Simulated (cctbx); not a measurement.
**A disordered crystal of nominal Tl2SiH4PbO8**

Cell a = 5.3680 Å, b = 5.3680 Å, c = 25.1800 Å, α = 90.00°, β = 90.00°, γ = 90.00°; space group I4_1/a (no. 88, origin choice 1); nominal formula Tl2SiH4PbO8.

The data are simulated with cctbx, not measured: Cu Kα, λ = 1.54184 Å, to d = 0.83 Å, 70 % of the full sphere, strongest reflection 5000 counts, noise from counting, a 2 % proportional error and a noise floor of 8 counts (s.d.); no absorption, and some extinction, which the refinements don't model.

With every site full:

```text
Rint 0.038, 337 unique reflections to 0.83 A
cycle     R1     wR2    GooF  max shift (A)
   1  0.1079  0.2279   7.968   0.01043
  12  0.0193  0.0397   1.388   0.00143
final R1 0.0193 wR2 0.0397 GooF 1.388  parameters 31  data/parameter 10.9
atom        x        y        z      Ueq    occ   su(xyz)  su(Uiso or U11)
Pb1    0.00000  0.00000  0.00000   0.0046  1.000  0.00000  0.0002
Tl1    0.00000  0.50000  0.41217   0.0061  1.000  0.00002  0.0003
Si1    0.50000  0.50000  0.00000   0.0300  1.000  0.00000  0.0024
O1     0.33786  0.68134  0.40495   0.0131  1.000  0.00144  0.0041
O2     0.25042  0.13317  0.21150   0.0199  1.000  0.00156  0.0042
H1     0.27294  0.90057  0.41743   0.0210  1.000  0.02555  0.0355
difference map: max 1.58 min -4.03 rms 0.52
Q1    0.0933  0.1693  0.5862   16    1.60  0.56 A from H1
Q2    0.0927  0.2272  0.1550   16    1.53  1.33 A from Tl1
Q3    0.0374  0.3955  0.2871   16    1.52  1.11 A from Pb1
Q4    0.0580  0.1974  0.6583   16    1.49  0.89 A from H1
Q5    0.0784  0.3300  0.7756   16    1.44  1.19 A from Si1
Q6    0.0794  0.3441  0.6928   16    1.41  1.03 A from O2
```

With the occupancies of the suspect sites free, each still typed as its main element:

```text
Rint 0.038, 337 unique reflections to 0.83 A
cycle     R1     wR2    GooF  max shift (A)
   1  0.0582  0.1219   4.267   0.00055
   5  0.0193  0.0397   1.390   0.00049
final R1 0.0193 wR2 0.0397 GooF 1.390  parameters 32  data/parameter 10.5
atom        x        y        z      Ueq    occ   su(xyz)  su(Uiso or U11)
Pb1    0.00000  0.00000  0.00000   0.0046  1.000  0.00000  0.0002
Tl1    0.00000  0.50000  0.41217   0.0061  1.000  0.00002  0.0003
Si1    0.50000  0.50000  0.00000   0.0299  0.998  0.00000  0.0032
O1     0.33785  0.68132  0.40495   0.0132  1.000  0.00145  0.0041
O2     0.25043  0.13317  0.21150   0.0199  1.000  0.00156  0.0042
H1     0.27286  0.90022  0.41750   0.0126  1.000  0.02333  0.0314
su of occupancy Si1: 0.035
difference map: max 1.58 min -4.03 rms 0.52
Q1    0.0935  0.1683  0.5862   16    1.59  0.57 A from H1
Q2    0.0927  0.2272  0.1550   16    1.54  1.33 A from Tl1
Q3    0.0375  0.3956  0.2871   16    1.52  1.11 A from Pb1
Q4    0.0578  0.1974  0.6583   16    1.50  0.89 A from H1
Q5    0.0784  0.3300  0.7756   16    1.44  1.19 A from Si1
Q6    0.0794  0.3442  0.6929   16    1.41  1.03 A from O2
```

**Question.** What is the disorder?

X-rays count electrons. Si1 refines to 0.998(0.035), or 14.0 electrons; the site truly holds 0.85 Si, 11.9 electrons, which is 0.850 of Si. All are within 3 s.u. of full, so these data don't show the disorder. Occupancy correlates with U and the scale, so the match is approximate.

Freeing them takes R1 from 0.0193 to 0.0193 and GooF from 1.39 to 1.39.

The model was made for the exercise: a known structure type with other elements put in, its volume estimated, not relaxed; displacement parameters are assumed.

[Middle refinement cycles are left out of these outputs.]

[Logs are printed without paths, hosts, clocks, repeated set-up lines and the standing remarks that a program may print on its own settings, such as how far it seeks lower states.]
